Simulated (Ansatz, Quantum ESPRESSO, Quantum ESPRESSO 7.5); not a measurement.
# Band edges of F-SiC-H chair, 1 layer under strain

How do the band edges of F-SiC-H chair, 1 layer move against the vacuum when the sheet is stretched?

Main program and level: Quantum ESPRESSO 7.5; plane-wave DFT, PBE, GBRV ultrasoft pseudopotentials (geometry by Ansatz 0.2.0 with PAW datasets; geometry under PBE).

## 1. The structure

The cell holds 4 atoms: 1 H, 1 C, 1 Si and 1 F. Its edges and angles: a = 3.086 Å, b = 3.086 Å, c = 18.373 Å, α = 90.0°, β = 90.0°, γ = 120.0°. Vacuum lies along c.

This sheet is a model structure: its symmetry is held, and its stability is not tested here.

## 2. Relaxation with Ansatz

A relaxation in Ansatz fixes the structure of this slab for the runs on it.

The input, input.yaml:

```yaml
crystal:
  lattice:
    - [3.0855, 0.0, 0.0]
    - [-1.54275, 2.6721213834, 0.0]
    - [0.0, 0.0, 18.3733333333]
  atoms:
    - { symbol: H, position: [0.6666666667, 0.3333333333, 0.4082002903] }
    - { symbol: C, position: [0.6666666667, 0.3333333333, 0.466436865] }
    - { symbol: Si, position: [0.3333333333, 0.6666666667, 0.5003628447] }
    - { symbol: F, position: [0.3333333333, 0.6666666667, 0.5917997097] }
kpoints:
  mp_grid: { grid: [12, 12, 1] }
hamiltonian:
  xc: pbe
scf:
  occupations: { method: fermi_dirac, width: 0.05 }
  convergence: { dr2_threshold: 1.0e-08 }
efield:
  axis: 3
  dipole_correction: true
  ramp_position: 0.97
  ramp_width: 0.04
relax:
  f_tol: 0.01
  cell: { fix: [c, alpha, beta] }
output:
  write_potential: true
  write_density: true
  volumetric_format: npy
```

Run with:

```console
ansatz run input.yaml --threads 2 --pin off --max-ram 4096MiB --backend cpu --events-out ev --progress --plain --runs-dir out
```

Numbers of over 12 decimals in the logs are rounded to 6 here.

The program printed:

```text
Warning: relax.cell: scf.convergence.dr2_threshold = 1e-8 eV is looser than the 4e-10 eV advised for a relaxation that steers and ends on the stress (1e-10 eV for each atom of the cell: 4). What an SCF threshold leaves in a stress goes as its square root, and in the free energy as the threshold itself, and one threshold admits the most on a small cell: [figures from the program's tests cut] Set scf.convergence.dr2_threshold to 4e-10 eV or tighter. The threshold is an SCF's pass mark: one that does not reach it within its budget of iterations ends unconverged, or closes short of it on a stop that the run arms, and scf.convergence.dr2_threshold's page says what that costs each kind of run
Engine: ansatz 0.2.0, x86_64-unknown-linux-gnu
Pseudopotentials: kind: paw
Pseudopotential: H, paw, valence charge 1, recommended cutoff 420 eV (normal), H.paw.azcp
Pseudopotential: C, paw, valence charge 4, recommended cutoff 420 eV (normal), C.paw.azcp
Pseudopotential: Si, paw, valence charge 4, recommended cutoff 420 eV (normal), Si.paw.azcp
Pseudopotential: F, paw, valence charge 7, recommended cutoff 420 eV (normal), F.paw.azcp
Functional definition: PBE
  parameter kappa = 0.804
  parameter beta = 0.066725
  exchange = pbe_x(kappa = kappa, mu = beta*pi^2/3)
  correlation = pbe_c(beta = beta)
Crystal: 4 atoms, lattice volume = 151.485 Å³
Basis set: ecut = 420 eV, 2941 PW (Γ), exchange–correlation on 48×48×250 points (8 copies of the dense FFT grid, shifted against one another)
Bands: 12, of which v1, the nominal top of the filled ones, is band 8 counted from 1 (7 counted from 0)
Symmetry: 6 space group operations
Space group: P3m1 (ITA 156), of the structure as read, at distance tolerance 5.3e-5 Å
k-points: 19 of 144 (time reversal used)
Non-local potential: H, projectors of the file, l = 0: 2, l = 1: 1
Non-local potential: C, projectors of the file, l = 0: 2, l = 1: 2, l = 2: 1
Non-local potential: Si, projectors of the file, l = 0: 2, l = 1: 2, l = 2: 2
Non-local potential: F, projectors of the file, l = 0: 2, l = 1: 2, l = 2: 1
PAW form: soft (Blöchl's): semilocal exchange-correlation on the pseudo side does not see the compensation charge
PAW one-centre angular grid: H, 110 points (default); XC on 64 Gauss nodes
PAW one-centre angular grid: C, 110 points (default); XC on 64 Gauss nodes
PAW one-centre angular grid: Si, 110 points (default); XC on 64 Gauss nodes
PAW one-centre angular grid: F, 110 points (default); XC on 64 Gauss nodes
Initial density: superposition of atomic densities (neutral atoms: chi_scale 0, normalization atom), corrected by the library's trained network
Initial wavefunctions: pseudopotential atomic-orbital guess
Functional: x = pbe(κ = 0.804, μ = 0.219515), c = pbe(β = 0.066725)
SCF iter   1: F=—  HF=-1712.392661 eV  |F-HF|=—  |Δ(HF+E_count)|=         —  Δρ=2.04e-3  dr2=2.10e-2  ethr=1.77e-3  p=-0.206 e·Å  D=-2.46e-1 V/Å  ΔV_dip=4.52 eV  dr2_dipole=5.90e-4  V_vac-E_F(+/−)=7.29/2.77 eV  ⟨swp⟩=8.1  Hψ=1864  notcnv=0
efield: sawtooth ramp at fractional position 0.9700 (set: `efield.ramp_position`, or a place that a band, a saddle search or an elastic batch's reference lends), width 0.0400; the density the first Hamiltonian is built on has a dipole p = -0.206 e·Å; the dipole correction subtracts the counter field D = -2.46e-1 V/Å, which shifts the + side's vacuum level by +4.52 eV against the − side's; the planar-averaged density in the ramp window peaks in size at 1.5e-5 e/Å³
preconditioner: auto → none  [insulator: Δε(μ)=3.370 eV  Ē_g=11.372 eV  σ=0.050 eV  W_gap=1.00  n_scr=10 (ndim 8)  ℏωp=11.3 eV  f_vac=0.687  D(μ)=0.00/eV (n_scr^D=0)  ε∞_Penn≈2.0]
SCF iter   2: F=—  HF=-1712.395060 eV  |F-HF|=—  |Δ(HF+E_count)|=   2.40e-3  Δρ=1.99e-3  dr2=1.38e-2  ethr=1.31e-4  p=-0.190 e·Å  D=-2.27e-1 V/Å  ΔV_dip=4.17 eV  dr2_dipole=3.93e-3  V_vac-E_F(+/−)=6.85/2.68 eV  ⟨swp⟩=3.6  Hψ=624  notcnv=0
SCF iter   3: F=—  HF=-1712.391605 eV  |F-HF|=—  |Δ(HF+E_count)|=   3.45e-3  Δρ=6.74e-4  dr2=1.29e-3  ethr=8.60e-5  p=-0.211 e·Å  D=-2.52e-1 V/Å  ΔV_dip=4.62 eV  dr2_dipole=9.47e-7  V_vac-E_F(+/−)=7.18/2.55 eV  ⟨swp⟩=3.2  Hψ=436  notcnv=0
SCF iter   4: F=—  HF=-1712.391902 eV  |F-HF|=—  |Δ(HF+E_count)|=   2.97e-4  Δρ=3.14e-4  dr2=1.80e-4  ethr=8.07e-6  p=-0.217 e·Å  D=-2.59e-1 V/Å  ΔV_dip=4.75 eV  dr2_dipole=1.83e-6  V_vac-E_F(+/−)=7.20/2.45 eV  ⟨swp⟩=2.1  Hψ=430  notcnv=0
SCF iter   5: F=—  HF=-1712.392020 eV  |F-HF|=—  |Δ(HF+E_count)|=   1.18e-4  Δρ=8.38e-5  dr2=9.82e-6  ethr=1.12e-6  p=-0.219 e·Å  D=-2.61e-1 V/Å  ΔV_dip=4.80 eV  dr2_dipole=1.73e-7  V_vac-E_F(+/−)=7.22/2.42 eV  ⟨swp⟩=2.2  Hψ=402  notcnv=0
SCF iter   6: F=—  HF=-1712.391872 eV  |F-HF|=—  |Δ(HF+E_count)|=   1.48e-4  Δρ=1.89e-5  dr2=5.20e-7  ethr=6.14e-8  p=-0.219 e·Å  D=-2.62e-1 V/Å  ΔV_dip=4.81 eV  dr2_dipole=6.10e-9  V_vac-E_F(+/−)=7.23/2.42 eV  ⟨swp⟩=2.1  Hψ=422  notcnv=0
SCF iter   7: F=—  HF=-1712.391873 eV  |F-HF|=—  |Δ(HF+E_count)|=   1.18e-6  Δρ=6.10e-6  dr2=3.01e-8  ethr=3.25e-9  p=-0.219 e·Å  D=-2.62e-1 V/Å  ΔV_dip=4.81 eV  dr2_dipole=8.37e-10  V_vac-E_F(+/−)=7.23/2.42 eV  ⟨swp⟩=2.1  Hψ=373  notcnv=0
SCF iter   8: F=-1712.391873 eV  HF=-1712.391873 eV  |F-HF|=9.70e-10  |Δ(HF+E_count)|=   2.51e-8  Δρ=1.26e-6  dr2=2.97e-9  ethr=6.25e-11  p=-0.219 e·Å  D=-2.62e-1 V/Å  ΔV_dip=4.81 eV  dr2_dipole=1.19e-10  V_vac-E_F(+/−)=7.23/2.42 eV  ⟨swp⟩=10.1  Hψ=1547  notcnv=0
SCF 1 converged in 8 iterations: F = -1712.391873 eV  dr2 = 2.97e-9
  greatest PAW one-centre occupation: 0.932 electrons in one spin orbital (limit 2), on the F atom at site 3 (counted from 0), in its partial waves of l = 0
relax step   1: F+E_penalty+E_count = -1712.39187320 eV  Δ(F+E_penalty+E_count) = +0.000e0 eV  max|allowed force component| = 2.419e0 eV/Å  Δτ_max = 0.0000 Å  P = -0.652 GPa  Ω = 151.485 Å³  fix = [c, alpha, beta]  reactions: c -3.691 GPa  (8 SCF iters, accepted)
Crystal: 4 atoms, lattice volume = 155.884 Å³
Basis set: ecut = 420 eV, 3013 PW (Γ), exchange–correlation on 48×48×250 points (8 copies of the dense FFT grid, shifted against one another)
Initial density: handed on by an earlier stage of this run
Initial wavefunctions: those handed on with the density
iter 1 solved again at ethr=4.56e-4 eV; its pass at ethr=3.10e-3 eV (dr2=7.29e-2 eV) is discarded
SCF iter   1: F=—  HF=-1712.538701 eV  |F-HF|=—  |Δ(HF+E_count)|=         —  Δρ=7.56e-3  dr2=7.41e-2  ethr=4.56e-4  p=-0.226 e·Å  D=-2.62e-1 V/Å  ΔV_dip=4.81 eV  dr2_dipole=2.06e-3  V_vac-E_F(+/−)=7.19/2.38 eV  ⟨swp⟩=1.0  Hψ=1976  notcnv=0
[...]
relax step   6: F+E_penalty+E_count = -1712.56143396 eV  Δ(F+E_penalty+E_count) = -4.455e-3 eV  max|allowed force component| = 1.393e-3 eV/Å  Δτ_max = 0.0000 Å  P = +0.040 GPa  Ω = 155.662 Å³  fix = [c, alpha, beta]  reactions: c -0.002 GPa  stress off target by 6.17e-2 GPa on what of the cell is left free  SCF on the basis re-selected at this cell (its energy is not comparable with the rows above)  (7 SCF iters)
[...]
relax step   7: F+E_penalty+E_count = -1712.56132214 eV  Δ(F+E_penalty+E_count) = +1.118e-4 eV  max|allowed force component| = 8.175e-3 eV/Å  Δτ_max = 0.0004 Å  P = +0.010 GPa  Ω = 155.839 Å³  energy of the carried Pulay correction = -1.521e-4 eV  fix = [c, alpha, beta]  reactions: c -0.002 GPa  (6 SCF iters, accepted)
iter 1 solved again at ethr=1.05e-6 eV; its pass at ethr=3.10e-3 eV (dr2=1.68e-4 eV) is discarded
SCF iter   1: F=—  HF=-1712.561700 eV  |F-HF|=—  |Δ(HF+E_count)|=         —  Δρ=1.38e-5  dr2=7.00e-8  ethr=1.05e-6  p=-0.200 e·Å  D=-2.32e-1 V/Å  ΔV_dip=4.27 eV  dr2_dipole=3.19e-9  V_vac-E_F(+/−)=6.83/2.56 eV  ⟨swp⟩=4.0  Hψ=2574  notcnv=0
efield: sawtooth ramp at fractional position 0.9700 (set: `efield.ramp_position`, or a place that a band, a saddle search or an elastic batch's reference lends), width 0.0400; the density the first Hamiltonian is built on has a dipole p = -0.200 e·Å; the dipole correction subtracts the counter field D = -2.32e-1 V/Å, which shifts the + side's vacuum level by +4.27 eV against the − side's; the planar-averaged density in the ramp window peaks in size at 4.5e-6 e/Å³
eigensolver tolerance schedule: the retry pair's looser diagonalisation over-reported the residual by 2401.64 of it (diagonalisation noise at 4.38 of the residual, at the tolerance the schedule requests for it); recorded, not acted on — ethr = c·dr2/N_el stays at c = 1.0e-1
preconditioner: auto → none  [insulator: Δε(μ)=3.536 eV  Ē_g=11.615 eV  σ=0.050 eV  W_gap=1.00  n_scr=10 (ndim 8)  ℏωp=11.1 eV  f_vac=0.696  D(μ)=0.00/eV (n_scr^D=0)  ε∞_Penn≈1.9]
SCF iter   2: F=—  HF=-1712.561406 eV  |F-HF|=—  |Δ(HF+E_count)|=   2.94e-4  Δρ=1.05e-5  dr2=1.19e-7  ethr=4.37e-10  p=-0.200 e·Å  D=-2.32e-1 V/Å  ΔV_dip=4.27 eV  dr2_dipole=1.08e-8  V_vac-E_F(+/−)=6.83/2.56 eV  ⟨swp⟩=3.5  Hψ=558  notcnv=0
SCF iter   3: F=—  HF=-1712.561412 eV  |F-HF|=—  |Δ(HF+E_count)|=   6.11e-6  Δρ=5.17e-6  dr2=1.06e-8  ethr=4.37e-10  p=-0.200 e·Å  D=-2.32e-1 V/Å  ΔV_dip=4.27 eV  dr2_dipole=1.53e-10  V_vac-E_F(+/−)=6.83/2.56 eV  ⟨swp⟩=2.4  Hψ=357  notcnv=0
iter 4 met the thresholds in force, and the SCF goes on: an eigenvalue changes by 33.58 meV, over its tolerance of 3.16 meV (output.eigenvalues, Limitations)
SCF iter   4: F=-1712.561423 eV  HF=-1712.561417 eV  |F-HF|=6.68e-6  |Δ(HF+E_count)|=   4.55e-6  Δρ=3.41e-6  dr2=4.63e-9  ethr=6.25e-11  p=-0.200 e·Å  D=-2.32e-1 V/Å  ΔV_dip=4.27 eV  dr2_dipole=3.98e-10  V_vac-E_F(+/−)=6.83/2.56 eV  ⟨swp⟩=13.1  Hψ=1983  notcnv=0
iter 5 met the thresholds in force, and the SCF goes on: an eigenvalue changes by 3.61 meV, over its tolerance of 3.16 meV (output.eigenvalues, Limitations)
SCF iter   5: F=-1712.561423 eV  HF=-1712.561423 eV  |F-HF|=6.13e-7  |Δ(HF+E_count)|=   6.07e-6  Δρ=8.15e-7  dr2=1.04e-9  ethr=2.89e-11  p=-0.200 e·Å  D=-2.32e-1 V/Å  ΔV_dip=4.27 eV  dr2_dipole=8.01e-11  V_vac-E_F(+/−)=6.83/2.56 eV  ⟨swp⟩=9.5  Hψ=1844  notcnv=0
Mixer restart at iter 5: flushing history
SCF iter   6: F=-1712.561423 eV  HF=-1712.561423 eV  |F-HF|=4.53e-9  |Δ(HF+E_count)|=   6.15e-7  Δρ=1.02e-6  dr2=4.45e-9  ethr=6.51e-12  p=-0.200 e·Å  D=-2.32e-1 V/Å  ΔV_dip=4.27 eV  dr2_dipole=5.74e-10  V_vac-E_F(+/−)=6.83/2.56 eV  ⟨swp⟩=8.3  Hψ=1785  notcnv=0
SCF 8 converged in 6 iterations: F = -1712.561423 eV  dr2 = 4.45e-9
relax step   8: F+E_penalty+E_count = -1712.56142326 eV  Δ(F+E_penalty+E_count) = -1.011e-4 eV  max|allowed force component| = 8.240e-3 eV/Å  Δτ_max = 0.0000 Å  P = +0.010 GPa  Ω = 155.839 Å³  fix = [c, alpha, beta]  reactions: c -0.002 GPa  stress off target by 1.65e-2 GPa on what of the cell is left free  SCF on the basis re-selected at this cell (its energy is not comparable with the rows above)  (6 SCF iters)
basis re-selected at this cell: Δ(F+E_penalty+E_count) = -1.011e-4 eV, ΔP = +0.001 GPa vs the last step (what re-selecting the basis moved, of the pressure what is left beyond the Pulay correction that the steps carried, after the strain that the cell walked since its last selection, with what the two solves' SCF thresholds leave and, on support functions, any second-order correction that the steps lacked; it is no m [...]
SCF converged after 6 iterations
an eigenvalue changed by more than its tolerance at an iteration that met the thresholds in force, so the SCF went on 2 times, its first undamped step at iteration 5: the last check found none over its tolerance
Free energy (F): -1712.561423 eV
Harris-Foulkes:  -1712.561423 eV  (|F-HF|=4.53e-9)
Internal energy: -1712.561423 eV  (E = F + TS)
E sigma→0 (E₀):  -1712.561423 eV
Fermi energy:    -1.924196 eV
Dipole field:    D = -0.232260 V/Å  (p = -0.200028 e·Å, saw-weighted, corrected)
Work function:   Φ+ = 6.8299 eV   Φ− = 2.5627 eV
Levels:          The Fermi level and band energies are counted from a zero that moves with the ramp; work functions are not
--- Per-component energies (eV) ---
  E_band       = -174.728704
  E_kinetic    = 355.284618
  E_local      = -5938.138828  (includes V_loc(G=0)·N_el)
  E_nonlocal   = 126.302557
  E_hartree    = 2788.614838
  E_xc         = -193.254881
  E_vxc        = -221.774200  (∫ρ·V_xc dr)
  E_paw        = -813.215388  (= ΣΔE_a)
  E_vpaw       = -76.072492  (= ΣTr[D̂ρ^β])
  E_aug_tail   = 0.000791  (compensation charges beyond the density's cutoff)
  E_efield     = 0.023229  (sawtooth field / dipole correction)
  E_vefield    = 2.437142  (∫n·V_field dr)
  E_ewald      = 1961.821640
  E_smearing   = -0.000000  (= −TS)
  E_closure    = 0.000000  (closes the sum)
  Σ components = -1712.561423   (vs F -1712.561423, Δ=0.00e0)
--- Forces (eV/Å), atoms counted from 1 ---
  atom   1  H      0.00000000    -0.00000000     0.00115471
  atom   2  C      0.00000000     0.00000000    -0.00690416
  atom   3  Si    -0.00000000    -0.00000000     0.00823205
  atom   4  F      0.00000000     0.00000000    -0.00251522
  max |Σ_I F_I| component: 3.26e-5 eV/Å
--- Stress (GPa, compression-positive) ---
        0.016523       0.000000       0.000000
        0.000000       0.016523       0.000000
        0.000000       0.000000      -0.001682
  P = ⅓ Tr σ = 0.0105 GPa (0.105 kbar)
--- Band table (eV; the first three rows and the last of 19) ---
  k-point 0: bands = [... 4 lower, -6.7713, -6.7713, -3.7069, -3.7069, -0.1707, 1.3971, 1.6728, 2.9773]
  k-point 1: bands = [... 4 lower, -6.8170, -6.7993, -4.2274, -3.8301, -0.0352, 1.5423, 1.9801, 3.1528]
  k-point 2: bands = [... 4 lower, -6.9398, -6.8769, -5.3277, -4.1311, 0.3592, 1.9326, 2.2334, 3.5036]
  k-point 18: bands = [... 4 lower, -8.4794, -7.8982, -6.7337, -6.3030, 3.0537, 3.4341, 4.7816, 5.8313]
--- Relaxed structure (6 steps of the walk, 6 accepted, 2 SCFs on fresh bases) ---
  F+E_penalty+E_count = -1712.56142326 eV   max|allowed force component| = 8.240e-3 eV/Å   (the final SCF, on the basis selected at the relaxed cell)
  cell:  # Å, volume = 155.8393 Å³
    - [3.129531, 0, 0]
    - [-1.564765, 2.710253, 0]
    - [0, 0, 18.3733333333]
  atoms:
    - { symbol: H, position: [0.666667, 0.333333, 0.409536] }
    - { symbol: C, position: [0.666667, 0.333333, 0.469804] }
    - { symbol: Si, position: [0.333333, 0.666667, 0.500249] }
    - { symbol: F, position: [0.333333, 0.666667, 0.587210] }
```

The job ended after 14 s (2 threads of AMD EPYC 9R45, shared host; peak memory 0.44 GiB).

Relaxation path:

| step | energy less that of the first step (eV) | largest force component (eV/Å) | pressure (GPa) | volume (Å³) |
| --- | --- | --- | --- | --- |
| 1 | 0.0000 | 2.4190 | -0.65 | 151.48 |
| 2 | -0.1260 | 1.5694 | -0.61 | 155.88 |
| 3 | -0.1643 | 0.1706 | 0.03 | 155.90 |
| 4 | -0.1651 | 0.0243 | -0.03 | 155.69 |
| 5 | -0.1651 | 0.0016 | 0.00 | 155.66 |
| 6* | -0.1696 | 0.0014 | 0.04 | 155.66 |
| 7 | -0.1694 | 0.0082 | 0.01 | 155.84 |
| 8* | -0.1696 | 0.0082 | 0.01 | 155.84 |

Relaxation steps marked * repeat the geometry before them on a plane-wave basis chosen anew for their cell, so energy and pressure can jump there.

Forces are held to the 6 operations that the run works with; a distortion that breaks them can't arise in this run.

```
cell as run  before  after  change
      a (Å)   3.086  3.130  +1.4 %
      b (Å)   3.086  3.130  +1.4 %
```

The atoms that moved most (Å, along periodic axes as changes of fractional coordinates times the final cell, across vacuum about the mean position):

```csv
atom,dx,dy,dz,length
F4,0.000,0.000,-0.084,0.084
C2,0.000,0.000,0.062,0.062
H1,0.000,0.000,0.025,0.025
```

The relaxed structure:

```xyz
4
Lattice="3.1295 0.0000 0.0000 -1.5648 2.7103 0.0000 0.0000 0.0000 18.3733" Properties=species:S:1:pos:R:3
H     1.5648    0.9034    7.5245
C     1.5648    0.9034    8.6319
Si    0.0000    1.8068    9.1913
F     0.0000    1.8068   10.7890
```

Read from the output:

- free energy: -1712.5614 eV
- Fermi energy: -1.924 eV
- gap by band count: 3.536 eV
- symmetry operations: 6
- dipole along the normal: -0.2000 e·Å
- vacuum level at the upper face over a Fermi level inside the gap: 6.830 eV
- vacuum level at the lower face over a Fermi level inside the gap: 2.563 eV

(Continued in part 2 of 2.)

[Logs are printed without paths, hosts, clocks, repeated set-up lines and the standing remarks that a program may print on its own settings, such as how far it seeks lower states.]

[Hosts, paths, dates, database ids (printed as entryN), source tags and the programs' standing remarks are cut or masked in the printed files.]

[Maps of the electrostatic potential energy from Ansatz leave out the sawtooth potential of an applied field or a dipole correction, so their vacuum need not be flat; planar profiles and work functions include it.]
